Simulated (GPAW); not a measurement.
# A Pb chain with an O atom bridging one bond: converging a transmission, part 2 of 4

Aim: the cheapest settings that leave the conductance of a Pb chain with an O atom bridging one bond unchanged.

GPAW 26.7.0; GPAW LCAO, PAW setups; Landauer transmission from Green's functions with principal layers (ASE), zero bias.

So far, conductance (G₀): step 2 (base settings) 0.983; step 3 (grid spacing 0.3 Å) 1.01; step 4 (grid spacing 0.26 Å) 0.981; step 5 (grid spacing 0.22 Å) 0.986. Also open channels of the lead at the Fermi level (one spin): 3 in steps 2, 3 and 4.

## 6. Grid spacing: h = 0.16

File run.py:

```python
import json
import numpy as np
from ase import Atoms
from ase.transport.calculators import TransportCalculator
from gpaw import GPAW, FermiDirac
from gpaw.lcao.tools import get_lcao_hamiltonian
from scipy.linalg import eigh

# The junction with lead layers at both ends, along the third cell vector
device = Atoms(
    ['Pb', 'Pb', 'Pb', 'Pb', 'Pb', 'O', 'Pb', 'Pb', 'Pb', 'Pb', 'Pb'],
    positions=[
        [4.50000, 4.50000, 1.45000],
        [4.50000, 4.50000, 4.35000],
        [4.50000, 4.50000, 7.25000],
        [4.50000, 4.50000, 10.15000],
        [4.50000, 4.50000, 13.05000],
        [5.69979, 4.50000, 14.60000],
        [4.50000, 4.50000, 16.15000],
        [4.50000, 4.50000, 19.05000],
        [4.50000, 4.50000, 21.95000],
        [4.50000, 4.50000, 24.85000],
        [4.50000, 4.50000, 27.75000]],
    cell=[[9.0, 0.0, 0.0], [0.0, 9.0, 0.0], [0.0, 0.0, 29.2]],
    pbc=True)

# One principal layer of the lead: the first 3 atoms of the device
lead = Atoms(
    ['Pb', 'Pb', 'Pb'],
    positions=[
        [4.50000, 4.50000, 1.45000],
        [4.50000, 4.50000, 4.35000],
        [4.50000, 4.50000, 7.25000]],
    cell=[[9.0, 0.0, 0.0], [0.0, 9.0, 0.0], [0.0, 0.0, 8.7]],
    pbc=True)

settings = dict(mode='lcao', basis='szp(dzp)', xc='LDA', h=0.16,
                occupations=FermiDirac(0.1), maxiter=250,
                mixer=dict(beta=0.1, nmaxold=8, weight=100.0),
                convergence=dict(density=0.0001))
energies = np.arange(-2, 2 + 1e-9, 0.05)
eta = 0.0001
n1, n2 = 1, 1
# k and -k transmit alike, so half of the mesh across the current serves
mesh = [(i, j) for i in range(n1) for j in range(n2) if (i, j) <= (-i % n1, -j % n2)]
weights = np.array([1 if (i, j) == (-i % n1, -j % n2) else 2 for i, j in mesh]) / (n1 * n2)

# [... helper functions left out ...]
fermi_lead = ground_state(lead, (1, 1, 13), 'lead.txt')
fermi_device = ground_state(device, (1, 1, 3), 'device.txt')
# [... loop over the mesh left out, but for ...]
        # Shift the lead onto the potential of the device's first layer
        shift = ((H[:, 0, 0] - H0[:, 0, 0]) / S0[0, 0]).real.mean()
# [...]
kT = 8.617333e-5 * 500
bias = [0.1, 0.2, 0.5, 1.0, 1.5, 2.0]
# [... integrals and printing left out ...]
```

Launch:

```bash
> OMP_NUM_THREADS=1 OPENBLAS_NUM_THREADS=2 python run.py
```

Output:

```text
basis functions: device 149, principal layer 42
Fermi level: lead -3.0328 eV, device -2.8867 eV; lead shifted by -0.0152 eV
largest coupling past the next layer 2.82e-08 eV, largest misfit of the first layer 0.039 eV
  E-E_F (eV)   T (one spin)  channels
    -2.000    6.3134e-03    1.0000
    -1.950    6.7076e-03    1.0000
    -1.900    7.0305e-03    1.0000
[...]
1.950    1.2204e+00    3.0000
     2.000    1.2302e+00    3.0000
conductance at 500 K: 0.98221 G0 a cell; thermopower 0.02993 uV/K
current from the zero-bias T(E) at 0.1 V: 7.607 uA
current from the zero-bias T(E) at 0.2 V: 15.195 uA
current from the zero-bias T(E) at 0.5 V: 37.658 uA
current from the zero-bias T(E) at 1.0 V: 72.8 uA
current from the zero-bias T(E) at 1.5 V: 99.606 uA
current from the zero-bias T(E) at 2.0 V: 119.05 uA
```

The job ended after 61 s (2 threads of Intel Xeon Platinum 8559C (Emerald Rapids), shared host; peak memory 1.8 GiB).

The conductance equals that of the base run to 0.2 %.

## 7. Varying the grid spacing

run.py: that of step 6 with these lines changed.

```diff
@@ -36,3 +36,3 @@
 
-settings = dict(mode='lcao', basis='szp(dzp)', xc='LDA', h=0.16,
+settings = dict(mode='lcao', basis='szp(dzp)', xc='LDA', h=0.14,
                 occupations=FermiDirac(0.1), maxiter=250,
```

Output:

```text
basis functions: device 149, principal layer 42
Fermi level: lead -3.0327 eV, device -2.8866 eV; lead shifted by -0.0152 eV
largest coupling past the next layer 2.82e-08 eV, largest misfit of the first layer 0.039 eV
  E-E_F (eV)   T (one spin)  channels
    -2.000    6.3215e-03    1.0000
    -1.950    6.7158e-03    1.0000
    -1.900    7.0385e-03    1.0000
[...]
1.950    1.2206e+00    3.0000
     2.000    1.2304e+00    3.0000
conductance at 500 K: 0.98171 G0 a cell; thermopower 0.02851 uV/K
current from the zero-bias T(E) at 0.1 V: 7.6032 uA
current from the zero-bias T(E) at 0.2 V: 15.188 uA
current from the zero-bias T(E) at 0.5 V: 37.64 uA
current from the zero-bias T(E) at 1.0 V: 72.765 uA
current from the zero-bias T(E) at 1.5 V: 99.561 uA
current from the zero-bias T(E) at 2.0 V: 119 uA
```

Wall time 91 s (2 threads); peak memory 2.6 GiB.

The conductance equals that of the base run to 0.2 %.

## 8. Convergence in the grid spacing

The runs and the base run on one axis.

This step: convergence of the conductance (GPAW 26.7.0).

Table of conductance by grid spacing:

```csv
grid spacing (Å),conductance (G₀)
0.1400,0.982
0.1600,0.982
0.1800,0.983
0.2200,0.986
0.2600,0.981
0.3000,1.01
```

## 9. Varying the energy step: de = 0.2

The thermal integrals interpolate T(E), so the step must resolve what lies within a few kT of the Fermi level.

This step: GPAW LCAO, PAW setups; Landauer transmission from Green's functions with principal layers (ASE), zero bias (GPAW 26.7.0).

run.py: that of step 7 with these lines changed.

```diff
@@ -36,3 +36,3 @@
 
-settings = dict(mode='lcao', basis='szp(dzp)', xc='LDA', h=0.14,
+settings = dict(mode='lcao', basis='szp(dzp)', xc='LDA', h=0.18,
                 occupations=FermiDirac(0.1), maxiter=250,
@@ -40,3 +40,3 @@
                 convergence=dict(density=0.0001))
-energies = np.arange(-2, 2 + 1e-9, 0.05)
+energies = np.arange(-2, 2 + 1e-9, 0.2)
 eta = 0.0001
```

Output:

```text
basis functions: device 149, principal layer 42
Fermi level: lead -3.0329 eV, device -2.8867 eV; lead shifted by -0.0152 eV
largest coupling past the next layer 2.82e-08 eV, largest misfit of the first layer 0.039 eV
  E-E_F (eV)   T (one spin)  channels
    -2.000    6.2796e-03    1.0000
    -1.800    7.4177e-03    1.0000
    -1.600    7.3087e-03    1.0000
    -1.400    5.7593e-03    1.0000
    -1.200    2.7869e-03    1.0000
    -1.000    2.0635e-05    1.0000
    -0.800    1.2485e-02    1.0000
    -0.600    5.7659e-01    3.0000
    -0.400    8.5754e-01    3.0000
    -0.200    9.6341e-01    3.0000
    -0.000    9.8563e-01    3.0000
     0.200    9.6924e-01    3.0000
     0.400    9.5746e-01    3.0000
     0.600    9.5930e-01    3.0000
     0.800    9.7206e-01    3.0000
     1.000    9.9637e-01    3.0000
     1.200    1.0336e+00    3.0000
     1.400    1.0810e+00    3.0000
     1.600    1.1337e+00    3.0000
     1.800    1.1860e+00    3.0000
     2.000    1.2304e+00    3.0000
conductance at 500 K: 0.97966 G0 a cell; thermopower -0.2983 uV/K
current from the zero-bias T(E) at 0.1 V: 7.5866 uA
current from the zero-bias T(E) at 0.2 V: 15.152 uA
current from the zero-bias T(E) at 0.5 V: 37.545 uA
current from the zero-bias T(E) at 1.0 V: 72.335 uA
current from the zero-bias T(E) at 1.5 V: 98.257 uA
current from the zero-bias T(E) at 2.0 V: 117.65 uA
```

Run time: 44 s. Hardware: 2 threads; peak memory 1.5 GiB.

This step gave:

- conductance: 0.9797 G₀
- largest misfit of the first principal layer: 0.03861 eV
- shift that aligns the lead: -0.01517 eV
- transmission at the Fermi level (one spin): 0.9856

One spin. The transmission, zone mean by energy, zero at the Fermi level:

```csv
energy (eV),"transmission, zone mean"
-2.00,0.00628
-1.80,0.00742
-1.60,0.00731
-1.40,0.00576
-1.20,0.00279
-1.00,2.1e-5
-0.80,0.0125
-0.60,0.577
-0.40,0.858
-0.20,0.963
0.00,0.986
0.20,0.969
0.40,0.957
0.60,0.959
0.80,0.972
1.00,0.996
1.20,1.03
1.40,1.08
1.60,1.13
1.80,1.19
2.00,1.23
```

Crossings of the lead's bands, unfolded to its shortest repeat. The open channels, zone mean by energy, zero at the Fermi level:

| energy (eV) | open channels, zone mean |
| --- | --- |
| -2.00 | 1 |
| -1.80 | 1 |
| -1.60 | 1 |
| -1.40 | 1 |
| -1.20 | 1 |
| -1.00 | 1 |
| -0.80 | 1 |
| -0.60 | 3 |
| -0.40 | 3 |
| -0.20 | 3 |
| 0.00 | 3 |
| 0.20 | 3 |
| 0.40 | 3 |
| 0.60 | 3 |
| 0.80 | 3 |
| 1.00 | 3 |
| 1.20 | 3 |
| 1.40 | 3 |
| 1.60 | 3 |
| 1.80 | 3 |
| 2.00 | 3 |

Not self-consistent under bias; the bias window is split evenly. Table of current through one cell, from the zero-bias transmission by bias:

```
bias (V)  current through one cell, from the zero-bias transmission (μA)
   0.100                                                            7.59
   0.200                                                            15.2
   0.500                                                            37.5
   1.000                                                            72.3
   1.500                                                            98.3
   2.000                                                             118
```

The conductance, 0.980 G₀, lies 0.3 % below that of the base run.

## 10. Varying the energy step: de = 0.1

run.py: that of step 9 with these lines changed.

```diff
@@ -40,3 +40,3 @@
                 convergence=dict(density=0.0001))
-energies = np.arange(-2, 2 + 1e-9, 0.2)
+energies = np.arange(-2, 2 + 1e-9, 0.1)
 eta = 0.0001
```

Output:

```text
basis functions: device 149, principal layer 42
Fermi level: lead -3.0329 eV, device -2.8867 eV; lead shifted by -0.0152 eV
largest coupling past the next layer 2.82e-08 eV, largest misfit of the first layer 0.039 eV
  E-E_F (eV)   T (one spin)  channels
    -2.000    6.2796e-03    1.0000
    -1.900    6.9942e-03    1.0000
    -1.800    7.4177e-03    1.0000
    -1.700    7.5310e-03    1.0000
    -1.600    7.3087e-03    1.0000
    -1.500    6.7244e-03    1.0000
    -1.400    5.7593e-03    1.0000
    -1.300    4.4217e-03    1.0000
    -1.200    2.7869e-03    1.0000
    -1.100    1.0964e-03    1.0000
    -1.000    2.0635e-05    1.0000
    -0.900    1.5020e-03    1.0000
    -0.800    1.2485e-02    1.0000
    -0.700    8.7974e-02    1.0000
    -0.600    5.7659e-01    3.0000
    -0.500    7.5836e-01    3.0000
[...]
1.300    1.0563e+00    3.0000
     1.400    1.0810e+00    3.0000
     1.500    1.1070e+00    3.0000
     1.600    1.1337e+00    3.0000
     1.700    1.1603e+00    3.0000
     1.800    1.1860e+00    3.0000
     1.900    1.2098e+00    3.0000
     2.000    1.2304e+00    3.0000
conductance at 500 K: 0.98189 G0 a cell; thermopower -0.02406 uV/K
current from the zero-bias T(E) at 0.1 V: 7.6046 uA
current from the zero-bias T(E) at 0.2 V: 15.19 uA
current from the zero-bias T(E) at 0.5 V: 37.645 uA
current from the zero-bias T(E) at 1.0 V: 72.714 uA
current from the zero-bias T(E) at 1.5 V: 98.854 uA
current from the zero-bias T(E) at 2.0 V: 118.25 uA
```

Wall time 42 s (2 threads); peak memory 1.5 GiB.

Numbers from this step:

```
conductance : 0.9819 G₀
```

One spin. The transmission, zone mean by energy, zero at the Fermi level:

```csv
energy (eV),"transmission, zone mean"
-2.00,0.00628
-1.90,0.00699
-1.80,0.00742
-1.70,0.00753
-1.60,0.00731
-1.50,0.00672
-1.40,0.00576
-1.20,0.00279
-1.10,0.00110
-1.00,2.1e-5
-0.90,0.00150
-0.80,0.0125
-0.70,0.0880
-0.60,0.577
-0.50,0.758
-0.40,0.858
-0.30,0.922
-0.20,0.963
-0.10,0.983
0.00,0.986
0.10,0.979
0.20,0.969
0.30,0.962
0.40,0.957
0.50,0.957
0.60,0.959
0.70,0.964
0.80,0.972
0.90,0.983
1.00,0.996
1.10,1.01
1.20,1.03
1.40,1.08
1.50,1.11
1.60,1.13
1.70,1.16
1.80,1.19
1.90,1.21
2.00,1.23
```

Crossings of the lead's bands, unfolded to its shortest repeat. Open channels, zone mean against energy, zero at the Fermi level:

```csv
energy (eV),"open channels, zone mean"
-2.00,1
-1.90,1
-1.80,1
-1.70,1
-1.60,1
-1.50,1
-1.40,1
-1.20,1
-1.10,1
-1.00,1
-0.90,1
-0.80,1
-0.70,1
-0.60,3
-0.50,3
-0.40,3
-0.30,3
-0.20,3
-0.10,3
0.00,3
0.10,3
0.20,3
0.30,3
0.40,3
0.50,3
0.60,3
0.70,3
0.80,3
0.90,3
1.00,3
1.10,3
1.20,3
1.40,3
1.50,3
1.60,3
1.70,3
1.80,3
1.90,3
2.00,3
```

Not self-consistent under bias; the bias window is split evenly. Table of current through one cell, from the zero-bias transmission by bias:

| bias (V) | current through one cell, from the zero-bias transmission (μA) |
| --- | --- |
| 0.100 | 7.60 |
| 0.200 | 15.2 |
| 0.500 | 37.6 |
| 1.000 | 72.7 |
| 1.500 | 98.9 |
| 2.000 | 118 |

The conductance equals that of the base run to 0.2 %.

## 11. Energy step: de = 0.025

run.py: that of step 10 with these lines changed.

```diff
@@ -40,3 +40,3 @@
                 convergence=dict(density=0.0001))
-energies = np.arange(-2, 2 + 1e-9, 0.1)
+energies = np.arange(-2, 2 + 1e-9, 0.025)
 eta = 0.0001
```

Output:

```text
basis functions: device 149, principal layer 42
Fermi level: lead -3.0329 eV, device -2.8867 eV; lead shifted by -0.0152 eV
largest coupling past the next layer 2.82e-08 eV, largest misfit of the first layer 0.039 eV
  E-E_F (eV)   T (one spin)  channels
    -2.000    6.2796e-03    1.0000
    -1.975    6.4848e-03    1.0000
    -1.950    6.6724e-03    1.0000
[...]
1.975    1.2256e+00    3.0000
     2.000    1.2304e+00    3.0000
conductance at 500 K: 0.98265 G0 a cell; thermopower 0.0435 uV/K
current from the zero-bias T(E) at 0.1 V: 7.6105 uA
current from the zero-bias T(E) at 0.2 V: 15.202 uA
current from the zero-bias T(E) at 0.5 V: 37.676 uA
current from the zero-bias T(E) at 1.0 V: 72.85 uA
current from the zero-bias T(E) at 1.5 V: 99.869 uA
current from the zero-bias T(E) at 2.0 V: 119.34 uA
```

Wall time 48 s (2 threads); peak memory 1.5 GiB.

One spin. Transmission, zone mean against energy, zero at the Fermi level:

| energy (eV) | transmission, zone mean |
| --- | --- |
| -2.000 | 0.00628 |
| -1.800 | 0.00742 |
| -1.600 | 0.00731 |
| -1.400 | 0.00576 |
| -1.200 | 0.00279 |
| -1.000 | 2.1e-5 |
| -0.800 | 0.0125 |
| -0.600 | 0.577 |
| -0.400 | 0.858 |
| -0.200 | 0.963 |
| 0.000 | 0.986 |
| 0.200 | 0.969 |
| 0.400 | 0.957 |
| 0.600 | 0.959 |
| 0.800 | 0.972 |
| 1.000 | 0.996 |
| 1.200 | 1.03 |
| 1.400 | 1.08 |
| 1.600 | 1.13 |
| 1.800 | 1.19 |
| 2.000 | 1.23 |

The conductance equals that of the base run to 0.2 %.

## 12. Energy step: de = 0.0125

run.py: that of step 11 with these lines changed.

```diff
@@ -40,3 +40,3 @@
                 convergence=dict(density=0.0001))
-energies = np.arange(-2, 2 + 1e-9, 0.025)
+energies = np.arange(-2, 2 + 1e-9, 0.0125)
 eta = 0.0001
```

Output:

```text
basis functions: device 149, principal layer 42
Fermi level: lead -3.0329 eV, device -2.8867 eV; lead shifted by -0.0152 eV
largest coupling past the next layer 2.82e-08 eV, largest misfit of the first layer 0.039 eV
  E-E_F (eV)   T (one spin)  channels
    -2.000    6.2796e-03    1.0000
    -1.988    6.3844e-03    1.0000
    -1.975    6.4848e-03    1.0000
[...]
1.987    1.2280e+00    3.0000
     2.000    1.2304e+00    3.0000
conductance at 500 K: 0.98269 G0 a cell; thermopower 0.04687 uV/K
current from the zero-bias T(E) at 0.1 V: 7.6108 uA
current from the zero-bias T(E) at 0.2 V: 15.203 uA
current from the zero-bias T(E) at 0.5 V: 37.678 uA
current from the zero-bias T(E) at 1.0 V: 72.855 uA
current from the zero-bias T(E) at 1.5 V: 99.884 uA
current from the zero-bias T(E) at 2.0 V: 119.36 uA
```

The job ended after 47 s (2 threads; peak memory 1.5 GiB).

One spin. The transmission, zone mean by energy, zero at the Fermi level:

energy (eV), transmission, zone mean and a bar:
```
   -2.000       0.01 
   -1.900       0.01 
   -1.800       0.01 
   -1.700       0.01 
   -1.600       0.01 
   -1.500       0.01 
   -1.400       0.01 
   -1.300       0.00 
   -1.200       0.00 
   -1.100       0.00 
   -1.000       0.00 
   -0.900       0.00 
   -0.800       0.01 
   -0.700       0.09 ##
   -0.600       0.58 ##############
   -0.500       0.76 ##################
   -0.400       0.86 #####################
   -0.300       0.92 ######################
   -0.200       0.96 #######################
   -0.100       0.98 ########################
    0.000       0.99 ########################
    0.100       0.98 ########################
    0.200       0.97 ########################
    0.300       0.96 #######################
    0.400       0.96 #######################
    0.500       0.96 #######################
    0.600       0.96 #######################
    0.700       0.96 ########################
    0.800       0.97 ########################
    0.900       0.98 ########################
    1.000       1.00 ########################
    1.100       1.01 #########################
    1.200       1.03 #########################
    1.300       1.06 ##########################
    1.400       1.08 ##########################
    1.500       1.11 ###########################
    1.600       1.13 ############################
    1.700       1.16 ############################
    1.800       1.19 #############################
    1.900       1.21 #############################
    2.000       1.23 ##############################
```

The conductance equals that of the base run to 0.2 %.

## 13. Convergence in the energy step

The runs and the base run on one axis.

This step: convergence of the conductance (GPAW 26.7.0).

The conductance by energy step:

```csv
energy step (eV),conductance (G₀)
0.0125,0.983
0.0250,0.983
0.0500,0.983
0.1000,0.982
0.2000,0.980
```

## 14. Varying the width of the vacuum box

The images of the wire across the vacuum must not overlap or polarise each other.

This step: GPAW LCAO, PAW setups; Landauer transmission from Green's functions with principal layers (ASE), zero bias (GPAW 26.7.0).

The cell differs from the one that the last finished run ended in (a 9.000 → 5.000 Å, b 9.000 → 5.000 Å).

run.py: that of step 12 with these lines changed.

```diff
@@ -12,14 +12,14 @@
     positions=[
-        [4.50000, 4.50000, 1.45000],
-        [4.50000, 4.50000, 4.35000],
-        [4.50000, 4.50000, 7.25000],
-        [4.50000, 4.50000, 10.15000],
-        [4.50000, 4.50000, 13.05000],
-        [5.69979, 4.50000, 14.60000],
-        [4.50000, 4.50000, 16.15000],
-        [4.50000, 4.50000, 19.05000],
-        [4.50000, 4.50000, 21.95000],
-        [4.50000, 4.50000, 24.85000],
-        [4.50000, 4.50000, 27.75000]],
-    cell=[[9.0, 0.0, 0.0], [0.0, 9.0, 0.0], [0.0, 0.0, 29.2]],
+        [2.50000, 2.50000, 1.45000],
+        [2.50000, 2.50000, 4.35000],
+        [2.50000, 2.50000, 7.25000],
+        [2.50000, 2.50000, 10.15000],
+        [2.50000, 2.50000, 13.05000],
+        [3.69979, 2.50000, 14.60000],
+        [2.50000, 2.50000, 16.15000],
+        [2.50000, 2.50000, 19.05000],
+        [2.50000, 2.50000, 21.95000],
+        [2.50000, 2.50000, 24.85000],
+        [2.50000, 2.50000, 27.75000]],
+    cell=[[5.0, 0.0, 0.0], [0.0, 5.0, 0.0], [0.0, 0.0, 29.2]],
     pbc=True)
@@ -30,6 +30,6 @@
     positions=[
-        [4.50000, 4.50000, 1.45000],
-        [4.50000, 4.50000, 4.35000],
-        [4.50000, 4.50000, 7.25000]],
-    cell=[[9.0, 0.0, 0.0], [0.0, 9.0, 0.0], [0.0, 0.0, 8.7]],
+        [2.50000, 2.50000, 1.45000],
+        [2.50000, 2.50000, 4.35000],
+        [2.50000, 2.50000, 7.25000]],
+    cell=[[5.0, 0.0, 0.0], [0.0, 5.0, 0.0], [0.0, 0.0, 8.7]],
     pbc=True)
@@ -40,3 +40,3 @@
                 convergence=dict(density=0.0001))
-energies = np.arange(-2, 2 + 1e-9, 0.0125)
+energies = np.arange(-2, 2 + 1e-9, 0.05)
 eta = 0.0001
```

Output:

```text
basis functions: device 149, principal layer 42
Fermi level: lead 1.2750 eV, device 1.4046 eV; lead shifted by 0.0215 eV
largest coupling past the next layer 2.82e-08 eV, largest misfit of the first layer 0.050 eV
  E-E_F (eV)   T (one spin)  [channel counts left out]
    -2.000    3.2314e-03
    -1.950    2.4219e-03
    -1.900    1.6580e-03
    -1.850    9.7803e-04
    -1.800    4.3153e-04
    -1.750    8.2787e-05
    -1.700    1.5120e-05
    -1.650    3.3663e-04
    -1.600    1.1877e-03
    -1.550    2.7508e-03
    -1.500    5.2634e-03
    -1.450    9.0347e-03
    -1.400    1.4468e-02
    -1.350    2.2086e-02
    -1.300    3.2573e-02
    -1.250    4.6810e-02
[...]
1.650    1.1034e+00
     1.700    1.0986e+00
     1.750    1.0947e+00
     1.800    1.0917e+00
     1.850    1.0894e+00
     1.900    1.0880e+00
     1.950    1.0874e+00
     2.000    1.0876e+00
conductance at 500 K: 1.2892 G0 a cell; thermopower 2.001 uV/K
current from the zero-bias T(E) at 0.1 V: 9.9834 uA
current from the zero-bias T(E) at 0.2 V: 19.933 uA
current from the zero-bias T(E) at 0.5 V: 49.23 uA
current from the zero-bias T(E) at 1.0 V: 94.963 uA
current from the zero-bias T(E) at 1.5 V: 135.89 uA
current from the zero-bias T(E) at 2.0 V: 167.69 uA
```

It took 49 s on 2 threads; peak memory 0.77 GiB.

This step gave:

```
conductance                                 : 1.289 G₀
thermopower                                 : 2.001 μV/K
largest misfit of the first principal layer : 0.04955 eV
shift that aligns the lead                  : 0.02149 eV
transmission at the Fermi level (one spin)  : 1.295
```

One spin. Table of transmission, zone mean by energy, zero at the Fermi level:

| energy (eV) | transmission, zone mean |
| --- | --- |
| -2.000 | 0.00323 |
| -1.800 | 4.3e-4 |
| -1.600 | 0.00119 |
| -1.400 | 0.0145 |
| -1.200 | 0.0659 |
| -1.000 | 0.225 |
| -0.800 | 0.605 |
| -0.600 | 0.997 |
| -0.400 | 1.14 |
| -0.200 | 1.29 |
| -0.100 | 1.31 |
| 0.000 | 1.29 |
| 0.200 | 1.23 |
| 0.400 | 1.19 |
| 0.600 | 1.18 |
| 0.800 | 1.18 |
| 1.000 | 1.18 |
| 1.200 | 1.16 |
| 1.400 | 1.14 |
| 1.600 | 1.11 |
| 1.800 | 1.09 |
| 2.000 | 1.09 |

Not self-consistent under bias; the bias window is split evenly. Table of current through one cell, from the zero-bias transmission by bias:

| bias (V) | current through one cell, from the zero-bias transmission (μA) |
| --- | --- |
| 0.100 | 9.98 |
| 0.200 | 19.9 |
| 0.500 | 49.2 |
| 1.000 | 95.0 |
| 1.500 | 136 |
| 2.000 | 168 |

The conductance, 1.29 G₀, lies 31 % above that of the base run.

(Part 2 of 4 ends here.)

[Logs are printed without paths, hosts, clocks, repeated set-up lines and the standing remarks that a program may print on its own settings, such as how far it seeks lower states.]

[Hosts, paths, dates, database ids (printed as entryN), source tags and the programs' standing remarks are cut or masked in the printed files.]
